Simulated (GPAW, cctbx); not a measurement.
# TiTl2: what bonding does to one electron reflection, worked out

TiTl2, Fd-3m (no. 227, origin choice 1), a = 8.3983 Å, b = 8.3983 Å, c = 8.3983 Å, α = 90.00°, β = 90.00°, γ = 90.00°.

| atom | mult. | x | y | z |
| --- | --- | --- | --- | --- |
| Tl1 | 16 | 3/8 | 5/8 | 7/8 |
| Ti1 | 8 | 1/4 | 1/4 | 3/4 |

The start was made by putting kin elements into a known structure type; the compound need not exist, or be stable, in this form.

A DFT run (GPAW, PBE, 450 eV, 5×5×5 k-points, Fermi–Dirac width 0.1 eV) gives the static X-ray structure factor of 111 as 502.363 e for the conventional cell; superposed free atoms give 502.752 e. **Problem.** Find the Fourier component V of the crystal potential and the two-beam extinction distance at 80 kV in both cases.

### 1. Geometry

The cell volume is Ω = 592.35 Å³ and d(111) = 4.8488 Å, so g = 1/d = 0.2062 Å⁻¹.

### 2. The nuclei

Electrons feel nuclei as well as electrons, so the nuclear charges are summed with the same phases.

Phase sums Σ exp(2πi h·x), turned so that the total is real and positive: Tl +8.000, Ti -5.657. Then F_Z = 81 × (+8.000) + 22 × (-5.657) = 523.55 e. The electron term has the same sign for this reflection.

### 3. Mott–Bethe

Poisson's equation, term by term, gives V = (e/4πε₀)(F_Z − F)/(πΩg²), with e/4πε₀ = 14.3996 V Å.

The prefactor is 14.3996 × 4.8488²/(π × 592.35) = 0.18192 V per electron. Free atoms: (523.55 − 502.752) × 0.18192 = 3.784 V. Crystal: (523.55 − 502.363) × 0.18192 = 3.854 V. F changes by -0.08 % and V by +1.9 %: the same 0.39 e is measured against F_Z − F = 20.8 e in place of F = 502.8 e.

### 4. Extinction distance

In the two-beam case ξ = 1/(λU) with U = 2γm₀eV/h², that is ξ = 150.41 V Å²/(γλV).

At 80 kV, λ = 0.04176 Å and γ = 1.1566. Free atoms: ξ = 823 Å. Crystal: ξ = 808 Å. The thickness fringes go as sin²(πt/ξ), so the two patterns slip by a quarter of a period when t|1/ξ₁ − 1/ξ₀| = 1/4, at t ≈ 1100 nm, thicker than usual samples. Thermal motion, absorption and many-beam coupling, left out here, change a real pattern.

### 5. Answer

V(111) is 3.85 V against 3.78 V, and ξ is 808 against 823 Å. Limits: static atoms, two beams.
